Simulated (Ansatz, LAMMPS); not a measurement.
# Glassy 60SiO2-7Al2O3-17Li2O-17SrO (mol %) (89 atoms) under strain, part 3 of 4

How stiff is glassy 60SiO2-7Al2O3-17Li2O-17SrO (mol %) (89 atoms), and how do its levels respond to strain?

Ansatz 0.2.0; Kohn-Sham DFT, r2SCAN, PAW (set soft_2), plane waves.

The cell: 18 Si, 4 Al, 10 Li, 5 Sr and 52 O. The quench rate of 50 K/ps is orders of magnitude faster than experiment. The starting topology of bonds comes from the classical model. The Brillouin zone is sampled at Γ only.

So far. Step 6 (Volume +3 %): The relaxation converged after 8 steps, 0.330 eV below its start, with a largest force component of 0.038 eV/Å. Step 6 (Volume +3 %): Volume +3 %: the energy stands 0.145 eV above that of the reference, at a pressure of -1.43 GPa.

## Step 7: Volume -6 %

The relaxed cell is scaled to another volume.

input.yaml

```yaml
crystal:
  lattice:
    - [10.24823, -0.04865, -0.1114]
    - [-0.04865, 10.38832, -0.00644]
    - [-0.1114, -0.00644, 9.92115]
  atoms:
    [... the 89 atom lines of step 4 ...]
kpoints:
  mp_grid: { grid: [1, 1, 1] }
hamiltonian:
  xc: r2scan
scf:
  occupations: { method: fixed }
output:
  forces: true
  eigenvalues: true
  stress: true
relax:
  f_tol: 0.05
  max_steps: 70
```

Started as:

```console
$ ansatz run input.yaml --threads 4 --pin off --max-ram 8192MiB --backend cpu --events-out ev --progress --plain --runs-dir out
```

Numbers of over 12 decimals in the logs are rounded to 6 here.

The log of the run:

```text
[...]
Crystal: 89 atoms, lattice volume = 1056.072 Å³
Basis set: ecut = 500 eV, 26785 PW (Γ), exchange–correlation on 300×320×300 points (64 copies of the dense FFT grid, shifted against one another)
Bands: 327, of which v1, the nominal top of the filled ones, is band 238 counted from 1 (237 counted from 0)
Symmetry: 1 space group operations
[...]
k-points: 1
[...]
SCF iter   1: F=—  HF=-63177.992973 eV  |F-HF|=—  |Δ(HF+E_count)|=         —  Δρ=7.57e-3  dr2=6.40e-1  dr2_τ=7.02e0  ethr=1.77e-3  ⟨swp⟩=6.0  Hψ=1271  notcnv=0  defer=86
[...]
SCF iter   5: F=—  HF=-63180.780261 eV  |F-HF|=—  |Δ(HF+E_count)|=   2.29e-4  Δρ=1.25e-4  dr2=1.21e-4  dr2_τ=1.40e-5  ethr=3.47e-7  ⟨swp⟩=2.0  Hψ=429  notcnv=0  defer=87
SCF iter   6: F=-63180.780311 eV  HF=-63180.780320 eV  |F-HF|=9.64e-6  |Δ(HF+E_count)|=   5.93e-5  Δρ=4.79e-5  dr2=1.98e-5  dr2_τ=2.71e-6  ethr=1.31e-8  ⟨swp⟩=17.0  Hψ=2474  notcnv=0
SCF 1 converged in 6 iterations: F = -63180.780311 eV  dr2 = 1.98e-5
[...]
relax step   1: F+E_penalty+E_count = -63180.78031073 eV  Δ(F+E_penalty+E_count) = +0.000e0 eV  max|allowed force component| = 1.249e0 eV/Å  Δτ_max = 0.0000 Å  (6 SCF iters, dr2 threshold 6.25e-5 eV, accepted)
[...]
relax step   2: F+E_penalty+E_count = -63181.56177389 eV  Δ(F+E_penalty+E_count) = -7.815e-1 eV  max|allowed force component| = 6.928e-1 eV/Å  Δτ_max = 0.1193 Å  (6 SCF iters, dr2 threshold 9.75e-5 eV, accepted)
[...]
relax step   3: F+E_penalty+E_count = -63182.00649671 eV  Δ(F+E_penalty+E_count) = -4.447e-1 eV  max|allowed force component| = 4.728e-1 eV/Å  Δτ_max = 0.1293 Å  (6 SCF iters, dr2 threshold 3.00e-5 eV, accepted)
relax step   4: F+E_penalty+E_count = -63182.13704927 eV  Δ(F+E_penalty+E_count) = -1.306e-1 eV  max|allowed force component| = 4.505e-1 eV/Å  Δτ_max = 0.2000 Å  (7 SCF iters, dr2 threshold 6.87e-5 eV, accepted)
relax step   5: F+E_penalty+E_count = -63182.19843633 eV  Δ(F+E_penalty+E_count) = -6.139e-2 eV  max|allowed force component| = 2.028e-1 eV/Å  Δτ_max = 0.0825 Å  (6 SCF iters, dr2 threshold 9.45e-5 eV, accepted)
relax step   6: F+E_penalty+E_count = -63182.21711929 eV  Δ(F+E_penalty+E_count) = -1.868e-2 eV  max|allowed force component| = 2.037e-1 eV/Å  Δτ_max = 0.2000 Å  (7 SCF iters, dr2 threshold 8.33e-6 eV, accepted)
relax step   7: F+E_penalty+E_count = -63182.24160674 eV  Δ(F+E_penalty+E_count) = -2.449e-2 eV  max|allowed force component| = 1.515e-1 eV/Å  Δτ_max = 0.0672 Å  (5 SCF iters, dr2 threshold 8.41e-6 eV, accepted)
relax step   8: F+E_penalty+E_count = -63182.24986630 eV  Δ(F+E_penalty+E_count) = -8.260e-3 eV  max|allowed force component| = 1.176e-1 eV/Å  Δτ_max = 0.0466 Å  (6 SCF iters, dr2 threshold 1.27e-5 eV, accepted)
relax step   9: F+E_penalty+E_count = -63182.25802626 eV  Δ(F+E_penalty+E_count) = -8.160e-3 eV  max|allowed force component| = 7.177e-2 eV/Å  Δτ_max = 0.0282 Å  (6 SCF iters, dr2 threshold 7.65e-6 eV, accepted)
relax step  10: F+E_penalty+E_count = -63182.24381463 eV  Δ(F+E_penalty+E_count) = +1.421e-2 eV  max|allowed force component| = 1.831e-1 eV/Å  Δτ_max = 0.0881 Å  (9 SCF iters, rejected (line search))
[...]
relax step  11: F+E_penalty+E_count = -63182.26175279 eV  Δ(F+E_penalty+E_count) = -3.727e-3 eV  max|allowed force component| = 3.825e-2 eV/Å  Δτ_max = 0.0316 Å  (9 SCF iters, accepted)
[...]
SCF iter   2: F=-63182.261753 eV  HF=-63182.261753 eV  |F-HF|=2.75e-9  |Δ(HF+E_count)|=   2.94e-9  Δρ=4.45e-7  dr2=2.84e-9  dr2_τ=2.08e-10  ethr=1.91e-12  ⟨swp⟩=3.0  Hψ=743  notcnv=0
SCF 12 converged in 2 iterations: F = -63182.261753 eV  dr2 = 2.84e-9
SCF converged after 2 iterations
Free energy (F): -63182.261753 eV
[...]
Internal energy: -63182.261753 eV  (E = F + TS)
E sigma→0 (E₀):  -63182.261753 eV
Fermi energy:    4.448000 eV
[...]
Σ components = -63182.261753   (vs F -63182.261753, Δ=0.00e0)
--- Forces (eV/Å), atoms counted from 1 ---
  atom   1  Si    -0.00017943    -0.00523481     0.02319022
  atom   2  Si    -0.01219129    -0.01855599    -0.00303563
  atom   3  Si    -0.00683356    -0.00808061     0.00360814
  atom   4  Si     0.01823348    -0.01001391     0.02054401
[...]
atom  89  O     -0.00588868     0.00394463    -0.00803467
  max |Σ_I F_I| component: 2.68e-4 eV/Å
--- Stress (GPa, compression-positive) ---
        3.754784       0.287645      -0.179139
        0.287636       3.803935       0.147395
       -0.179134       0.147389       3.487042
  P = ⅓ Tr σ = 3.6819 GPa (36.819 kbar)
--- Band table (eV) ---
[...]
--- Relaxed structure (11 steps of the walk, 10 accepted, 0 SCFs on fresh bases) ---
  F+E_penalty+E_count = -63182.26175279 eV   max|allowed force component| = 3.825e-2 eV/Å
  atoms:
    - { symbol: Si, position: [0.566451, 0.810784, 0.378835] }
    - { symbol: Si, position: [0.207683, 0.096421, 0.526796] }
    - { symbol: Si, position: [0.737741, 0.018503, 0.990296] }
    - { symbol: Si, position: [0.997912, 0.935700, 0.095562] }
[...]
- { symbol: O, position: [0.659580, 0.936671, 0.348221] }
```

The job ended after 3.5 min (4 threads of Intel Xeon Platinum 8375C at 2.90GHz (Ice Lake), shared host; peak memory 2.9 GiB; 13 min of CPU time).

The relaxation converged after 11 steps, 1.48 eV below its start, with a largest force component of 0.038 eV/Å.

Volume -6 %: the energy stands 0.731 eV above that of the reference, at a pressure of 3.68 GPa.

## Step 8: Volume +6 %

The relaxed cell is scaled to another volume.

Input and log are left out; they have the form of those shown for this kind of step.

Wall time 3.9 min (4 threads of Intel Xeon Platinum 8375C at 2.90GHz (Ice Lake), shared host); peak memory 3.3 GiB; 15 min of CPU time.

The relaxation converged after 11 steps, 1.25 eV below its start, with a largest force component of 0.020 eV/Å.

Volume +6 %: the energy stands 0.558 eV above that of the reference, at a pressure of -2.66 GPa.

## Step 9: Volume -10 %

The relaxed cell is scaled to another volume.

input.yaml, the sections that differ from step 7:

```yaml
crystal:
  lattice:
    - [10.10076, -0.04795, -0.1098]
    - [-0.04795, 10.23883, -0.00634]
    - [-0.1098, -0.00634, 9.77838]
  atoms:
    [... the 89 atom lines of step 4 ...]
# kpoints, hamiltonian, scf, output, relax: as in step 7
```

The log of the run:

```text
[...]
Crystal: 89 atoms, lattice volume = 1011.133 Å³
Basis set: ecut = 500 eV, 25671 PW (Γ), exchange–correlation on 300×300×288 points (64 copies of the dense FFT grid, shifted against one another)
Bands: 327, of which v1, the nominal top of the filled ones, is band 238 counted from 1 (237 counted from 0)
Symmetry: 1 space group operations
[...]
k-points: 1
[...]
SCF iter   1: F=—  HF=-63173.413876 eV  |F-HF|=—  |Δ(HF+E_count)|=         —  Δρ=7.70e-3  dr2=6.18e-1  dr2_τ=7.83e0  ethr=1.77e-3  ⟨swp⟩=6.0  Hψ=1272  notcnv=0  defer=85
[...]
SCF iter   5: F=—  HF=-63176.384633 eV  |F-HF|=—  |Δ(HF+E_count)|=   2.13e-4  Δρ=1.23e-4  dr2=1.13e-4  dr2_τ=1.27e-5  ethr=3.16e-7  ⟨swp⟩=2.0  Hψ=430  notcnv=0  defer=87
SCF iter   6: F=-63176.384679 eV  HF=-63176.384688 eV  |F-HF|=8.23e-6  |Δ(HF+E_count)|=   5.47e-5  Δρ=4.61e-5  dr2=1.69e-5  dr2_τ=2.47e-6  ethr=1.31e-8  ⟨swp⟩=16.0  Hψ=2604  notcnv=0
SCF 1 converged in 6 iterations: F = -63176.384679 eV  dr2 = 1.69e-5
[...]
relax step   1: F+E_penalty+E_count = -63176.38467928 eV  Δ(F+E_penalty+E_count) = +0.000e0 eV  max|allowed force component| = 2.255e0 eV/Å  Δτ_max = 0.0000 Å  (6 SCF iters, dr2 threshold 6.25e-5 eV, accepted)
[...]
relax step   2: F+E_penalty+E_count = -63178.68162002 eV  Δ(F+E_penalty+E_count) = -2.297e0 eV  max|allowed force component| = 1.186e0 eV/Å  Δτ_max = 0.1775 Å  (6 SCF iters, dr2 threshold 1.00e-4 eV, accepted)
[...]
relax step   3: F+E_penalty+E_count = -63180.02563721 eV  Δ(F+E_penalty+E_count) = -1.344e0 eV  max|allowed force component| = 7.359e-1 eV/Å  Δτ_max = 0.1949 Å  (7 SCF iters, dr2 threshold 8.79e-5 eV, accepted)
relax step   4: F+E_penalty+E_count = -63180.44873977 eV  Δ(F+E_penalty+E_count) = -4.231e-1 eV  max|allowed force component| = 5.367e-1 eV/Å  Δτ_max = 0.2000 Å  (7 SCF iters, dr2 threshold 1.00e-4 eV, accepted)
relax step   5: F+E_penalty+E_count = -63180.58669952 eV  Δ(F+E_penalty+E_count) = -1.380e-1 eV  max|allowed force component| = 3.294e-1 eV/Å  Δτ_max = 0.1382 Å  (6 SCF iters, dr2 threshold 1.00e-4 eV, accepted)
relax step   6: F+E_penalty+E_count = -63180.64632052 eV  Δ(F+E_penalty+E_count) = -5.962e-2 eV  max|allowed force component| = 3.269e-1 eV/Å  Δτ_max = 0.0827 Å  (6 SCF iters, dr2 threshold 4.09e-5 eV, accepted)
relax step   7: F+E_penalty+E_count = -63180.66412544 eV  Δ(F+E_penalty+E_count) = -1.780e-2 eV  max|allowed force component| = 2.942e-1 eV/Å  Δτ_max = 0.2000 Å  (7 SCF iters, dr2 threshold 4.02e-5 eV, accepted)
relax step   8: F+E_penalty+E_count = -63180.73858367 eV  Δ(F+E_penalty+E_count) = -7.446e-2 eV  max|allowed force component| = 1.525e-1 eV/Å  Δτ_max = 0.1312 Å  (6 SCF iters, dr2 threshold 7.01e-5 eV, accepted)
relax step   9: F+E_penalty+E_count = -63180.74871615 eV  Δ(F+E_penalty+E_count) = -1.013e-2 eV  max|allowed force component| = 2.044e-1 eV/Å  Δτ_max = 0.2000 Å  (7 SCF iters, dr2 threshold 6.25e-6 eV, accepted)
relax step  10: F+E_penalty+E_count = -63180.75362696 eV  Δ(F+E_penalty+E_count) = -4.911e-3 eV  max|allowed force component| = 1.875e-1 eV/Å  Δτ_max = 0.0214 Å  (5 SCF iters, dr2 threshold 1.12e-5 eV, accepted)
relax step  11: F+E_penalty+E_count = -63180.74413708 eV  Δ(F+E_penalty+E_count) = +9.490e-3 eV  max|allowed force component| = 2.395e-1 eV/Å  Δτ_max = 0.1560 Å  (6 SCF iters, dr2 threshold 2.96e-5 eV, rejected (line search))
relax step  12: F+E_penalty+E_count = -63180.76806357 eV  Δ(F+E_penalty+E_count) = -1.444e-2 eV  max|allowed force component| = 9.363e-2 eV/Å  Δτ_max = 0.0757 Å  (9 SCF iters, accepted)
relax step  13: F+E_penalty+E_count = -63180.77525988 eV  Δ(F+E_penalty+E_count) = -7.196e-3 eV  max|allowed force component| = 5.779e-2 eV/Å  Δτ_max = 0.0528 Å  (8 SCF iters, accepted)
relax step  14: F+E_penalty+E_count = -63180.77685665 eV  Δ(F+E_penalty+E_count) = -1.597e-3 eV  max|allowed force component| = 5.473e-2 eV/Å  Δτ_max = 0.0458 Å  (8 SCF iters, accepted)
[...]
relax step  15: F+E_penalty+E_count = -63180.77817708 eV  Δ(F+E_penalty+E_count) = -1.320e-3 eV  max|allowed force component| = 2.203e-2 eV/Å  Δτ_max = 0.0193 Å  (7 SCF iters, accepted)
[...]
SCF iter   2: F=-63180.778177 eV  HF=-63180.778177 eV  |F-HF|=4.15e-9  |Δ(HF+E_count)|=  5.09e-11  Δρ=1.18e-6  dr2=1.30e-8  dr2_τ=1.20e-9  ethr=1.25e-11  ⟨swp⟩=3.0  Hψ=789  notcnv=0
SCF 16 converged in 2 iterations: F = -63180.778177 eV  dr2 = 1.30e-8
SCF converged after 2 iterations
Free energy (F): -63180.778177 eV
[...]
Internal energy: -63180.778177 eV  (E = F + TS)
E sigma→0 (E₀):  -63180.778177 eV
Fermi energy:    4.905365 eV
[...]
Σ components = -63180.778177   (vs F -63180.778177, Δ=0.00e0)
--- Forces (eV/Å), atoms counted from 1 ---
  atom   1  Si     0.00301502    -0.00817457     0.01202051
  atom   2  Si     0.00042184    -0.00481719    -0.00017592
  atom   3  Si     0.00100868    -0.00177440    -0.00235855
  atom   4  Si     0.01092806    -0.00181922     0.00680090
[...]
atom  89  O     -0.00080352     0.00494639    -0.00431216
  max |Σ_I F_I| component: 1.58e-4 eV/Å
--- Stress (GPa, compression-positive) ---
        7.013722       0.427584      -0.149819
        0.427569       7.305787      -0.023833
       -0.149828      -0.023823       6.711288
  P = ⅓ Tr σ = 7.0103 GPa (70.103 kbar)
--- Band table (eV) ---
[...]
--- Relaxed structure (15 steps of the walk, 14 accepted, 0 SCFs on fresh bases) ---
  F+E_penalty+E_count = -63180.77817708 eV   max|allowed force component| = 2.203e-2 eV/Å
  atoms:
    - { symbol: Si, position: [0.565849, 0.810694, 0.381608] }
    - { symbol: Si, position: [0.207630, 0.096704, 0.522599] }
    - { symbol: Si, position: [0.737061, 0.015064, 0.989814] }
    - { symbol: Si, position: [0.997320, 0.933392, 0.095795] }
[...]
- { symbol: O, position: [0.666809, 0.933219, 0.350163] }
```

The job ended after 4.5 min (4 threads; peak memory 2.7 GiB).

The relaxation converged after 15 steps, 4.39 eV below its start, with a largest force component of 0.022 eV/Å.

Volume -10 %: the energy stands 2.21 eV above that of the reference, at a pressure of 7.01 GPa.

## Step 10: Stretched by 1 % along x

The relaxed cell is strained along x alone, which gives the stiffness along x and its coupling to y and z.

input.yaml, the sections that differ from step 9:

```yaml
crystal:
  lattice:
    - [10.56642, -0.04966, -0.11372]
    - [-0.05016, 10.60481, -0.00657]
    - [-0.11486, -0.00657, 10.1279]
  atoms:
    [... the 89 atom lines of step 4 ...]
# kpoints, hamiltonian, scf, output, relax: as in step 9
```

The log of the run:

```text
[...]
Crystal: 89 atoms, lattice volume = 1134.716 Å³
Basis set: ecut = 500 eV, 28825 PW (Γ), exchange–correlation on 320×320×300 points (64 copies of the dense FFT grid, shifted against one another)
Bands: 327, of which v1, the nominal top of the filled ones, is band 238 counted from 1 (237 counted from 0)
Symmetry: 1 space group operations
[...]
k-points: 1
[...]
SCF iter   1: F=—  HF=-63180.394054 eV  |F-HF|=—  |Δ(HF+E_count)|=         —  Δρ=7.39e-3  dr2=6.85e-1  dr2_τ=5.88e0  ethr=1.77e-3  ⟨swp⟩=6.0  Hψ=1267  notcnv=0  defer=87
[...]
SCF iter   6: F=-63182.887763 eV  HF=-63182.887776 eV  |F-HF|=1.25e-5  |Δ(HF+E_count)|=   6.86e-5  Δρ=5.20e-5  dr2=2.69e-5  dr2_τ=3.23e-6  ethr=1.31e-8  ⟨swp⟩=17.0  Hψ=2454  notcnv=0
SCF 1 converged in 6 iterations: F = -63182.887763 eV  dr2 = 2.69e-5
[...]
relax step   1: F+E_penalty+E_count = -63182.88776335 eV  Δ(F+E_penalty+E_count) = +0.000e0 eV  max|allowed force component| = 4.377e-1 eV/Å  Δτ_max = 0.0000 Å  (6 SCF iters, dr2 threshold 6.25e-5 eV, accepted)
[...]
relax step   2: F+E_penalty+E_count = -63182.93000902 eV  Δ(F+E_penalty+E_count) = -4.225e-2 eV  max|allowed force component| = 2.833e-1 eV/Å  Δτ_max = 0.0477 Å  (5 SCF iters, dr2 threshold 1.20e-5 eV, accepted)
[...]
relax step   3: F+E_penalty+E_count = -63182.95406135 eV  Δ(F+E_penalty+E_count) = -2.405e-2 eV  max|allowed force component| = 1.079e-1 eV/Å  Δτ_max = 0.0171 Å  (6 SCF iters, dr2 threshold 5.02e-6 eV, accepted)
relax step   4: F+E_penalty+E_count = -63182.89383765 eV  Δ(F+E_penalty+E_count) = +6.022e-2 eV  max|allowed force component| = 3.549e-1 eV/Å  Δτ_max = 0.1181 Å  (9 SCF iters, rejected (line search))
[...]
relax step   5: F+E_penalty+E_count = -63182.96183520 eV  Δ(F+E_penalty+E_count) = -7.774e-3 eV  max|allowed force component| = 4.456e-2 eV/Å  Δτ_max = 0.0280 Å  (9 SCF iters, accepted)
[...]
SCF iter   2: F=-63182.961835 eV  HF=-63182.961835 eV  |F-HF|=5.54e-9  |Δ(HF+E_count)|=   6.11e-9  Δρ=5.49e-7  dr2=4.91e-9  dr2_τ=3.15e-10  ethr=2.94e-12  ⟨swp⟩=3.0  Hψ=741  notcnv=0
SCF 6 converged in 2 iterations: F = -63182.961835 eV  dr2 = 4.91e-9
SCF converged after 2 iterations
Free energy (F): -63182.961835 eV
[...]
Internal energy: -63182.961835 eV  (E = F + TS)
E sigma→0 (E₀):  -63182.961835 eV
Fermi energy:    3.743939 eV
[...]
--- Forces (eV/Å), atoms counted from 1 ---
  atom   1  Si     0.01441544     0.00809492    -0.01296810
  atom   2  Si    -0.00594711     0.01628198    -0.01726631
  atom   3  Si     0.00023138     0.00935317     0.00129921
  atom   4  Si     0.00481295     0.01960650    -0.02230623
  atom   5  Si    -0.00927044     0.00182134    -0.00339568
  atom   6  Si    -0.00888500    -0.02497338    -0.00742969
  atom   7  Si    -0.00788545     0.00583404    -0.01694624
  atom   8  Si    -0.00476250    -0.02603037     0.00066925
  atom   9  Si     0.01366898    -0.02652865    -0.00485044
  atom  10  Si     0.00125125     0.01475578    -0.01149021
  atom  11  Si     0.00305341     0.01328769     0.01366266
  atom  12  Si    -0.04456810     0.02395041     0.00559519
  atom  13  Si     0.01165633    -0.00017475     0.01037204
  atom  14  Si     0.02466808     0.02196145    -0.01513973
[...]
atom  88  O      0.00045170    -0.01184909    -0.00418132
  atom  89  O      0.00784005     0.00970810     0.00467800
  max |Σ_I F_I| component: 3.52e-4 eV/Å
--- Stress (GPa, compression-positive) ---
       -0.904945       0.002895       0.088471
        0.002897      -0.394047       0.022270
        0.088477       0.022254      -0.309237
  P = ⅓ Tr σ = -0.5361 GPa (-5.361 kbar)
--- Band table (eV) ---
[...]
--- Relaxed structure (5 steps of the walk, 4 accepted, 0 SCFs on fresh bases) ---
  F+E_penalty+E_count = -63182.96183520 eV   max|allowed force component| = 4.456e-2 eV/Å
  atoms:
    - { symbol: Si, position: [0.571596, 0.811461, 0.370647] }
    - { symbol: Si, position: [0.211234, 0.097070, 0.533640] }
    - { symbol: Si, position: [0.739049, 0.022629, 0.989398] }
    - { symbol: Si, position: [0.996915, 0.934859, 0.096064] }
[...]
- { symbol: O, position: [0.651895, 0.942574, 0.341922] }
```

The job ended after 1.9 min (4 threads; peak memory 3 GiB; 7.1 min of CPU time).

The relaxation converged after 5 steps, 0.0741 eV below its start, with a largest force component of 0.045 eV/Å.

Stretched by 1 % along x: the energy stands 0.0307 eV above that of the reference, at a pressure of -0.536 GPa.

(Continued in part 4 of 4.)

[Logs are printed without paths, hosts, clocks, repeated set-up lines and the standing remarks that a program may print on its own settings, such as how far it seeks lower states.]

[Hosts, paths, dates, database ids (printed as entryN), source tags and the programs' standing remarks are cut or masked in the printed files.]
